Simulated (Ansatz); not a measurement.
# S on Ag(111): change of the work function, part 3 of 3

Wanted: Δφ(θ) for S/Ag(111), starting from the fcc site.

Ansatz 0.2.0; plane-wave DFT, PBE, Ansatz PAW.

So far, work function, upper face (eV): step 2 (the clean slab) 4.47; step 3 (17 atoms, coverage 0.25 ML, cell 2x2) 5.59.

## 4. Adsorbate added, k-mesh 12×12×1, coverage 1 ML

System of this step: Ag4S (S/Ag(111)). The cell holds 5 atoms: 4 Ag and 1 S. Its edges and angles: a = 2.892 Å, b = 2.892 Å, c = 27.121 Å, α = 90.0°, β = 90.0°, γ = 60.0°. Vacuum lies along c.

Another coverage, to see how the dipoles act on each other as their distance changes.

Input file input.yaml:

```yaml
crystal:
  lattice:
    - [2.8920667351, 0.0, 0.0]
    - [1.4460333675, 2.504603262, 0.0]
    - [0.0, 0.0, 27.1214984699]
  atoms:
    - { symbol: Ag, position: [0.0, 0.0, 0.3318400718] }
    - { symbol: Ag, position: [0.3333333333, 0.3333333333, 0.4189061535] }
    - { symbol: Ag, position: [0.6666666667, 0.6666666667, 0.5069794741] }
    - { symbol: Ag, position: [0.0, 0.0, 0.5958830511] }
    - { symbol: S, position: [0.3333333333, 0.3333333333, 0.6681599282] }
kpoints:
  mp_grid: { grid: [12, 12, 1] }
hamiltonian:
  xc: pbe
scf:
  occupations: { method: fermi_dirac, width: 0.1 }
  convergence: { dr2_threshold: 1.0e-08 }
efield:
  axis: 3
  dipole_correction: true
  ramp_position: 0.97
  ramp_width: 0.06
relax:
  f_tol: 0.02
  max_steps: 60
  constraints: [{ sites: [0, 1] }]
output:
  write_potential: true
  write_density: true
  volumetric_format: npy
```

On the command line:

```sh
$ ansatz run input.yaml --threads 4 --pin off --max-ram 6144MiB --backend cpu --events-out ev --progress --plain --runs-dir out
```

Numbers of over 12 decimals in the logs are rounded to 6 here.

Log:

```text
[...]
Crystal: 5 atoms, lattice volume = 196.454 Å³
Basis set: ecut = 420 eV, 3859 PW (Γ), exchange–correlation on 40×40×384 points (8 copies of the dense FFT grid, shifted against one another)
Bands: 50, of which v1, the nominal top of the filled ones, is band 41 counted from 1 (40 counted from 0)
Symmetry: 6 space group operations
[...]
k-points: 19 of 144 (time reversal used)
[...]
SCF iter   1: F=—  HF=-31262.977183 eV  |F-HF|=—  |Δ(HF+E_count)|=         —  Δρ=6.25e-3  dr2=2.14e0  ethr=1.77e-3  p=-0.058 e·Å  D=-5.30e-2 V/Å  ΔV_dip=1.44 eV  dr2_dipole=1.09e0  V_vac-E_F(+/−)=5.64/4.20 eV  ⟨swp⟩=9.1  Hψ=4277  notcnv=0  defer=23
[...]
SCF iter  10: F=-31262.941194 eV  HF=-31262.941194 eV  |F-HF|=1.39e-9  |Δ(HF+E_count)|=  3.75e-10  Δρ=6.24e-7  dr2=1.47e-9  ethr=1.22e-11  p=-0.044 e·Å  D=-4.08e-2 V/Å  ΔV_dip=1.11 eV  dr2_dipole=3.34e-12  V_vac-E_F(+/−)=5.56/4.46 eV  ⟨swp⟩=8.5  Hψ=5632  notcnv=0
SCF 1 converged in 10 iterations: F = -31262.941194 eV  dr2 = 1.47e-9
[...]
relax step   1: F+E_penalty+E_count = -31262.94119400 eV  Δ(F+E_penalty+E_count) = +0.000e0 eV  max|allowed force component| = 8.078e-1 eV/Å  Δτ_max = 0.0000 Å  (10 SCF iters, accepted)
[...]
SCF iter   8: F=-31262.999527 eV  HF=-31262.999527 eV  |F-HF|=6.88e-10  |Δ(HF+E_count)|=   5.78e-8  Δρ=1.49e-6  dr2=8.10e-9  ethr=1.22e-11  p=-0.046 e·Å  D=-4.23e-2 V/Å  ΔV_dip=1.15 eV  dr2_dipole=1.73e-10  V_vac-E_F(+/−)=5.61/4.46 eV  ⟨swp⟩=7.9  Hψ=6621  notcnv=0
SCF 2 converged in 8 iterations: F = -31262.999527 eV  dr2 = 8.10e-9
relax step   2: F+E_penalty+E_count = -31262.99952708 eV  Δ(F+E_penalty+E_count) = -5.833e-2 eV  max|allowed force component| = 3.806e-1 eV/Å  Δτ_max = 0.1560 Å  (8 SCF iters, accepted)
SCF iter   1: F=—  HF=-31263.017799 eV  |F-HF|=—  |Δ(HF+E_count)|=         —  Δρ=1.84e-3  dr2=6.33e-3  ethr=6.79e-5  p=-0.046 e·Å  D=-4.23e-2 V/Å  ΔV_dip=1.15 eV  dr2_dipole=1.21e-5  V_vac-E_F(+/−)=5.62/4.47 eV  ⟨swp⟩=4.5  Hψ=2464  notcnv=0  defer=36
[...]
SCF iter   8: F=-31263.016562 eV  HF=-31263.016562 eV  |F-HF|=6.82e-9  |Δ(HF+E_count)|=   1.02e-8  Δρ=7.98e-7  dr2=2.23e-9  ethr=1.22e-11  p=-0.049 e·Å  D=-4.47e-2 V/Å  ΔV_dip=1.21 eV  dr2_dipole=8.70e-10  V_vac-E_F(+/−)=5.67/4.46 eV  ⟨swp⟩=9.1  Hψ=5915  notcnv=0
SCF 3 converged in 8 iterations: F = -31263.016562 eV  dr2 = 2.23e-9
relax step   3: F+E_penalty+E_count = -31263.01656162 eV  Δ(F+E_penalty+E_count) = -1.703e-2 eV  max|allowed force component| = 3.641e-2 eV/Å  Δτ_max = 0.0612 Å  (8 SCF iters, accepted)
SCF iter   1: F=—  HF=-31263.017554 eV  |F-HF|=—  |Δ(HF+E_count)|=         —  Δρ=8.99e-4  dr2=1.31e-3  ethr=2.13e-5  p=-0.049 e·Å  D=-4.47e-2 V/Å  ΔV_dip=1.21 eV  dr2_dipole=7.69e-5  V_vac-E_F(+/−)=5.67/4.46 eV  ⟨swp⟩=3.3  Hψ=2123  notcnv=0  defer=37
[...]
SCF iter   7: F=-31263.017317 eV  HF=-31263.017317 eV  |F-HF|=3.17e-9  |Δ(HF+E_count)|=   1.11e-8  Δρ=7.52e-7  dr2=2.20e-9  ethr=1.22e-11  p=-0.049 e·Å  D=-4.48e-2 V/Å  ΔV_dip=1.21 eV  dr2_dipole=3.20e-10  V_vac-E_F(+/−)=5.67/4.46 eV  ⟨swp⟩=8.1  Hψ=5580  notcnv=0
SCF 4 converged in 7 iterations: F = -31263.017317 eV  dr2 = 2.20e-9
relax step   4: F+E_penalty+E_count = -31263.01731708 eV  Δ(F+E_penalty+E_count) = -7.555e-4 eV  max|allowed force component| = 5.407e-3 eV/Å  Δτ_max = 0.0312 Å  (7 SCF iters, accepted)
[...]
SCF converged after 7 iterations
Free energy (F): -31263.017317 eV
[...]
Internal energy: -31262.938007 eV  (E = F + TS)
E sigma→0 (E₀):  -31262.977662 eV
Entropy (-TS):   -0.079310 eV (-15.862 meV/atom)
Fermi energy:    3.850718 eV
Dipole field:    D = -0.044729 V/Å  (p = -0.048561 e·Å, saw-weighted, corrected)
Work function:   Φ+ = 5.6745 eV   Φ− = 4.4614 eV
[...]
--- Forces (eV/Å), atoms counted from 1 ---
  atom   1  Ag    -0.00000000    -0.00000000    -0.13360072
  atom   2  Ag     0.00000000    -0.00000000     0.12542175
  atom   3  Ag    -0.00000000    -0.00000000     0.00540670
  atom   4  Ag    -0.00000000     0.00000000     0.00115259
  atom   5  S     -0.00000000    -0.00000000     0.00162042
  max |Σ_I F_I| component: 7.42e-7 eV/Å
--- Band table (eV; the first three rows and the last of 19) ---
  k-point 0: bands = [... 37 lower, 0.5395, 0.8250, 0.8250, 1.1939, 3.5335, 6.1528, 6.1528, 7.0333, ... 5 higher]
  k-point 1: bands = [... 37 lower, 0.5408, 0.6831, 0.8304, 1.7369, 3.8754, 5.4511, 5.9902, 7.1767, ... 5 higher]
  k-point 2: bands = [... 37 lower, 0.5381, 0.8424, 1.0172, 2.5051, 3.9050, 4.6953, 5.5904, 7.5429, ... 5 higher]
  k-point 18: bands = [... 37 lower, 0.9588, 1.1318, 3.4387, 7.2700, 7.4561, 7.5856, 8.1384, 8.3501, ... 5 higher]
--- Relaxed structure (4 steps of the walk, 4 accepted, 0 SCFs on fresh bases) ---
  F+E_penalty+E_count = -31263.01731708 eV   max|allowed force component| = 5.407e-3 eV/Å
  atoms:
[...]
- { symbol: Ag, position: [0.333333, 0.333333, 0.418906] }
    - { symbol: Ag, position: [0.666667, 0.666667, 0.507710] }
[...]
- { symbol: S, position: [0.333333, 0.333333, 0.676473] }
```

Run time: 6.2 s. Hardware: 4 threads of AMD EPYC 9R45, shared host; peak memory 0.64 GiB; 24 s of CPU time.

Relaxation path:

| step | energy less that of the first step (eV) | largest force component (eV/Å) |
| --- | --- | --- |
| 1 | 0.0000 | 0.8078 |
| 2 | -0.0583 | 0.3806 |
| 3 | -0.0754 | 0.0364 |
| 4 | -0.0761 | 0.0054 |

The run keeps the 6 symmetry operations that it works with, so distortions that break them were not tested.

The atoms that moved most (Å):

| atom | dx | dy | dz | length |
| --- | --- | --- | --- | --- |
| S5 | 0.000 | 0.000 | 0.225 | 0.225 |
| Ag3 | 0.000 | 0.000 | 0.020 | 0.020 |
| Ag4 | 0.000 | 0.000 | 0.015 | 0.015 |

The relaxed structure:

```xyz
5
Lattice="2.8921 0.0000 0.0000 1.4460 2.5046 0.0000 0.0000 0.0000 27.1215" Properties=species:S:1:pos:R:3
Ag    0.0000    0.0000    9.0000
Ag    1.4460    0.8349   11.3614
Ag    2.8921    1.6697   13.7699
Ag    0.0000    0.0000   16.1762
S     1.4460    0.8349   18.3470
```

Numbers from this step:

- energy at zero smearing: -31262.9777 eV
- work function, upper face: 5.674 eV
- work function, lower face: 4.461 eV
- dipole along the normal: -0.04856 e·Å
- step between the vacuum levels: 1.213 eV

Running mean over 2.361 Å of the planar mean; the ramp of the sawtooth is left out. The electron's electrostatic potential energy less the Fermi level by z:

| z (Å) | electron's electrostatic potential energy less the Fermi level (eV) |
| --- | --- |
| 3.5 | 4.46 |
| 4.0 | 4.46 |
| 4.5 | 4.46 |
| 5.0 | 4.45 |
| 5.5 | 4.44 |
| 6.0 | 4.39 |
| 6.5 | 4.21 |
| 7.0 | 3.50 |
| 7.5 | 1.25 |
| 8.0 | -2.18 |
| 8.5 | -4.86 |
| 9.0 | -5.76 |
| 9.5 | -5.91 |
| 10.0 | -5.96 |
| 10.5 | -5.99 |
| 11.0 | -6.02 |
| 11.5 | -5.99 |
| 12.0 | -5.81 |
| 12.5 | -5.68 |
| 13.0 | -5.73 |
| 13.5 | -5.88 |
| 14.0 | -5.88 |
| 14.5 | -5.73 |
| 15.0 | -5.66 |
| 15.5 | -5.80 |
| 16.0 | -6.00 |
| 16.5 | -6.18 |
| 17.0 | -6.50 |
| 17.5 | -6.08 |
| 18.0 | -4.91 |
| 18.5 | -3.84 |
| 19.0 | -2.34 |
| 19.5 | 0.725 |
| 20.0 | 3.84 |
| 20.5 | 5.30 |
| 21.0 | 5.60 |
| 21.5 | 5.66 |
| 22.0 | 5.67 |
| 22.5 | 5.67 |
| 23.0 | 5.67 |
| 23.5 | 5.67 |
| 24.0 | 5.67 |

The relaxation took 4 steps and lowered the energy by 0.076 eV; the largest force on the free atoms ends at 0.0054 eV/Å.

The covered face has 5.67 eV, +1.21 eV against the clean one; the bare back face has moved by +0.01 eV, a measure of how thin the slab is.

## 5. Work function against coverage

This step: plane-wave DFT, PBE, Ansatz PAW; work function against coverage (Ansatz 0.2.0).

The runs are now put side by side.

This step gave:

| Item | Value |
| --- | --- |
| work function of the clean face | 4.469 eV |
| largest change of the work function | 1.205 eV |

Table of work function of the covered face by coverage:

| coverage (adsorbates/nm²) | work function of the covered face (eV) |
| --- | --- |
| 0.00 | 4.47 |
| 3.45 | 5.59 |
| 13.81 | 5.67 |

The dipole per adsorbate comes from the change of the cell's dipole. Coverage, by row:

| coverage (1/nm²) | coverage (ML) | work function (eV) | change (eV) | dipole per adsorbate, positive end outwards (debye) | mean height of the added atoms over the highest substrate atom (Å) |
| --- | --- | --- | --- | --- | --- |
| 3.451 | 0.25 | 5.589 | 1.12 | -0.842 | 1.726 |
| 13.81 | 1 | 5.675 | 1.205 | -0.229 | 2.171 |

## 6. Outcome

* work function of the clean face: 4.47 eV
* work function at 0.25 ML: 5.59 eV
* work function at 1 ML: 5.67 eV
* dipole per adsorbate at 0.25 ML, positive end outwards: -0.84 D

In words: S raises the work function of Ag(111) at the lowest coverage, by 1.12 eV: the adsorbate layer has its negative end outwards. At the highest coverage the adsorbates are pressed to about 2.9 Å, closer than unbonded atoms of this kind usually come, so a real layer may not reach it. The slab has 4 layers, at the tabulated experimental lattice constant, one starting site was run, and quantum-size effects of a slab this thin can reach one or two tenths of an eV.

[Logs are printed without paths, hosts, clocks, repeated set-up lines and the standing remarks that a program may print on its own settings, such as how far it seeks lower states.]

[Hosts, paths, dates, database ids (printed as entryN), source tags and the programs' standing remarks are cut or masked in the printed files.]

[Maps of the electrostatic potential energy from Ansatz leave out the sawtooth potential of an applied field or a dipole correction, so their vacuum need not be flat; planar profiles and work functions include it.]
